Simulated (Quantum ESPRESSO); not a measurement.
## SiC (Moissanite 3C): how pressure shifts the optical phonon

Wanted: a fit of frequency against volume for SiC (Moissanite 3C), tested on a run that is left out of it.

Program: Quantum ESPRESSO 7.5. Level of theory: DFT LDA, scalar-relativistic, plane waves, PseudoDojo norm-conserving pseudopotentials. Results are calculated unless marked as measured.

## (1) The relaxed structure

The structure is cubic, space group F-43m (No. 216). Conventional cell: a = 4.326 Å, b = 4.326 Å, c = 4.326 Å, α = 90.00°, β = 90.00°, γ = 90.00°. Nearest to Si lie 4 C at 1.87 Å. C has 4 Si at 1.87 Å nearest. Farther neighbours are not listed.

This is the cell after its relaxation at this level of theory, not the database cell from which that began.

## (2) Runs at several volumes

The relaxed cell is scaled uniformly; in this structure symmetry fixes all atoms, so nothing has to be relaxed anew. Each volume gets a ground state and a response at Γ. The mode followed is the highest one without the macroscopic field, of symmetry T2; longitudinal polar modes lie higher. Cutoff 90 Ry, k mesh 12×12×12.

From the response at V/V₀ = 0.94:

What it wrote:

```text
[banners, grids, parts of the stress and lines that vanish by symmetry left out]
Program PHONON v.7.5
     Reading xml data from directory:

[...]
Exchange-correlation= PW
                           (   1   4   0   0   0   0   0)
[...]
kinetic-energy cut-off    =      90.0000  Ry
     charge density cut-off    =     360.0000  Ry
     convergence threshold     =      1.0E-18
[...]
Exchange-correlation= PW
                           (   1   4   0   0   0   0   0)
[...]
q = (   0.0000000   0.0000000   0.0000000 )
     25 Sym.Ops. (with q -> -q+G )
     G cutoff =  584.6622  (  14841 G-vectors)     FFT grid: ( 36, 36, 36)
     number of k points=    72
[...]
Mode symmetry, T_d (-43m)  point group:
[...]
Dielectric constant
[...]
End of electric fields calculation
          Dielectric constant in cartesian axis
          (       6.742722050      -0.000000000      -0.000000000 )
          (      -0.000000000       6.742722050       0.000000000 )
          (      -0.000000000       0.000000000       6.742722050 )
          Effective charges (d Force / dE) in cartesian axis without acoustic sum rule applied (asr)
           atom    1  Si    Mean Z*:        2.76332
      Ex  (        2.76332       -0.00000        0.00000 )
      Ey  (       -0.00000        2.76332       -0.00000 )
      Ez  (        0.00000       -0.00000        2.76332 )
           atom    2  C     Mean Z*:       -2.76496
      Ex  (       -2.76496        0.00000       -0.00000 )
      Ey  (        0.00000       -2.76496        0.00000 )
      Ez  (       -0.00000        0.00000       -2.76496 )
          Effective charges Sum: Mean:       -0.00164
[...]
Effective charges (d Force / dE) in cartesian axis with asr applied:
           atom    1  Si    Mean Z*:        2.76414
[...]
atom    2  C     Mean Z*:       -2.76414
[...]
Representation #   1 modes #   1   2   3
[...]
End of self-consistent calculation
     Convergence has been achieved
     Representation #   2 modes #   4   5   6
[...]
End of self-consistent calculation
     Convergence has been achieved
[...]
Dielectric constant in cartesian axis
          (       6.742722050      -0.000000000      -0.000000000 )
          (      -0.000000000       6.742722050       0.000000000 )
          (      -0.000000000       0.000000000       6.742722050 )
          Effective charges (d Force / dE) in cartesian axis without acoustic sum rule applied (asr)
           atom    1  Si    Mean Z*:        2.76332
      Ex  (        2.76332       -0.00000        0.00000 )
      Ey  (       -0.00000        2.76332       -0.00000 )
      Ez  (        0.00000       -0.00000        2.76332 )
           atom    2  C     Mean Z*:       -2.76496
      Ex  (       -2.76496        0.00000       -0.00000 )
      Ey  (        0.00000       -2.76496        0.00000 )
      Ez  (       -0.00000        0.00000       -2.76496 )
          Effective charges Sum: Mean:       -0.00164
[...]
Effective charges (d Force / dE) in cartesian axis with asr applied:
           atom    1  Si    Mean Z*:        2.76414
[...]
atom    2  C     Mean Z*:       -2.76414
[...]
q = (    0.000000000   0.000000000   0.000000000 )
[...]
freq (    1) =      -0.039844 [THz] =      -1.329061 [cm-1]
     freq (    2) =      -0.039844 [THz] =      -1.329061 [cm-1]
     freq (    3) =      -0.039844 [THz] =      -1.329061 [cm-1]
     freq (    4) =      25.647881 [THz] =     855.521211 [cm-1]
     freq (    5) =      25.647881 [THz] =     855.521211 [cm-1]
     freq (    6) =      25.647881 [THz] =     855.521211 [cm-1]
[...]
Mode symmetry, T_d (-43m)  point group:
     freq (   1-   3) =         -1.3  [cm-1]   --> T_2  G_15 P_4   I+R
     freq (   4-   6) =        855.5  [cm-1]   --> T_2  G_15 P_4   I+R

   JOB DONE.
```

One volume, V/V₀ = 0.97, is held back as a test.

| V/V₀ | volume (Å³/atom) | pressure (GPa) | ω (cm⁻¹) |
| --- | --- | --- | --- |
| 0.94 | 9.509 | 15.90 | 855.52 |
| 0.97 | 9.813 | 7.38 | held back |
| 1 | 10.116 | 0.01 | 798.10 |
| 1.03 | 10.420 | -6.37 | 771.91 |
| 1.06 | 10.723 | -11.88 | 747.25 |

## (3) The fit

The mode Grüneisen parameter is γ = −d ln ω / d ln V.

| ln(V/V₀) | ln ω |
| --- | --- |
| -0.0619 | 6.7517 |
| 0.0000 | 6.6822 |
| 0.0296 | 6.6489 |
| 0.0583 | 6.6164 |

A straight line through these points has the slope -1.126, so γ = 1.13; at V/V₀ = 0.97 it predicts ω = exp(6.6821 + 0.0343) = 825.84 cm⁻¹.

A parabola of pressure against ln V through V/V₀ = 0.97, 1 and 1.03 gives the bulk modulus B = −dP/d ln V = 229 GPa at V₀. With ω₀ from the fitted line the pressure coefficient follows as dω/dP = γ ω₀ / B = 1.13 × 798.0 / 229 = 3.93 cm⁻¹/GPa.

## (4) The run that was held back

What it wrote:

```text
[banners, grids, parts of the stress and lines that vanish by symmetry left out]
[banner, memory and clock lines left out]
Program PHONON v.7.5

[...]
Exchange-correlation= PW
                           (   1   4   0   0   0   0   0)
[...]
kinetic-energy cut-off    =      90.0000  Ry
     charge density cut-off    =     360.0000  Ry
     convergence threshold     =      1.0E-18
[...]
Exchange-correlation= PW
                           (   1   4   0   0   0   0   0)
[...]
q = (   0.0000000   0.0000000   0.0000000 )
     25 Sym.Ops. (with q -> -q+G )
     G cutoff =  597.0366  (  15353 G-vectors)     FFT grid: ( 36, 36, 36)
     number of k points=    72
[...]
Mode symmetry, T_d (-43m)  point group:
[...]
Dielectric constant
[...]
End of electric fields calculation
          Dielectric constant in cartesian axis
          (       6.807824817      -0.000000000       0.000000000 )
          (      -0.000000000       6.807824817       0.000000000 )
          (      -0.000000000       0.000000000       6.807824817 )
          Effective charges (d Force / dE) in cartesian axis without acoustic sum rule applied (asr)
           atom    1  Si    Mean Z*:        2.74265
      Ex  (        2.74265       -0.00000       -0.00000 )
      Ey  (       -0.00000        2.74265        0.00000 )
      Ez  (       -0.00000        0.00000        2.74265 )
           atom    2  C     Mean Z*:       -2.74422
      Ex  (       -2.74422        0.00000       -0.00000 )
      Ey  (       -0.00000       -2.74422       -0.00000 )
      Ez  (        0.00000        0.00000       -2.74422 )
[...]
Representation #   1 modes #   1   2   3
[...]
End of self-consistent calculation
     Convergence has been achieved
     Representation #   2 modes #   4   5   6
[...]
End of self-consistent calculation
     Convergence has been achieved
[...]
Dielectric constant in cartesian axis
          (       6.807824817      -0.000000000       0.000000000 )
          (      -0.000000000       6.807824817       0.000000000 )
          (      -0.000000000       0.000000000       6.807824817 )
          Effective charges (d Force / dE) in cartesian axis without acoustic sum rule applied (asr)
           atom    1  Si    Mean Z*:        2.74265
      Ex  (        2.74265       -0.00000       -0.00000 )
      Ey  (       -0.00000        2.74265        0.00000 )
      Ez  (       -0.00000        0.00000        2.74265 )
           atom    2  C     Mean Z*:       -2.74422
      Ex  (       -2.74422        0.00000       -0.00000 )
      Ey  (       -0.00000       -2.74422       -0.00000 )
      Ez  (        0.00000        0.00000       -2.74422 )
          Effective charges Sum: Mean:       -0.00156
[...]
Effective charges (d Force / dE) in cartesian axis with asr applied:
           atom    1  Si    Mean Z*:        2.74343
[...]
atom    2  C     Mean Z*:       -2.74343
[...]
q = (    0.000000000   0.000000000   0.000000000 )
[...]
freq (    1) =      -0.062673 [THz] =      -2.090543 [cm-1]
     freq (    2) =      -0.062673 [THz] =      -2.090543 [cm-1]
     freq (    3) =      -0.062673 [THz] =      -2.090543 [cm-1]
     freq (    4) =      24.760443 [THz] =     825.919479 [cm-1]
     freq (    5) =      24.760443 [THz] =     825.919479 [cm-1]
     freq (    6) =      24.760443 [THz] =     825.919479 [cm-1]
[...]
Mode symmetry, T_d (-43m)  point group:
     freq (   1-   3) =         -2.1  [cm-1]   --> T_2  G_15 P_4   I+R
     freq (   4-   6) =        825.9  [cm-1]   --> T_2  G_15 P_4   I+R
```

It gives 825.92 cm⁻¹ against the predicted 825.84 cm⁻¹, a miss of 0.08 cm⁻¹.

## (5) Outcome

| Property | Result |
| --- | --- |
| mode Grüneisen parameter | 1.126 |
| bulk modulus | 229 GPa |
| pressure coefficient | 3.93 cm⁻¹/GPa |

What this shows: The highest optical mode of SiC (Moissanite 3C) without the LO-TO term stiffens by 3.93 cm⁻¹ a GPa near the relaxed volume, with γ = 1.13. The power law meets all 5 runs within 0.02 %. Such a coefficient turns a measured shift of this mode into a hydrostatic stress; uniaxial or biaxial stress splits the mode and needs deformation potentials. These are harmonic values at zero temperature for the structure held cubic, which a run at Γ can't show to be stable; the bulk modulus rests on three points.

[Host names and launcher messages were left out of these logs when they were recorded.]

[Logs are printed without paths, hosts, clocks, repeated set-up lines and the standing remarks that a program may print on its own settings, such as how far it seeks lower states.]

[Hosts, paths, dates, database ids (printed as entryN), source tags and the programs' standing remarks are cut or masked in the printed files.]
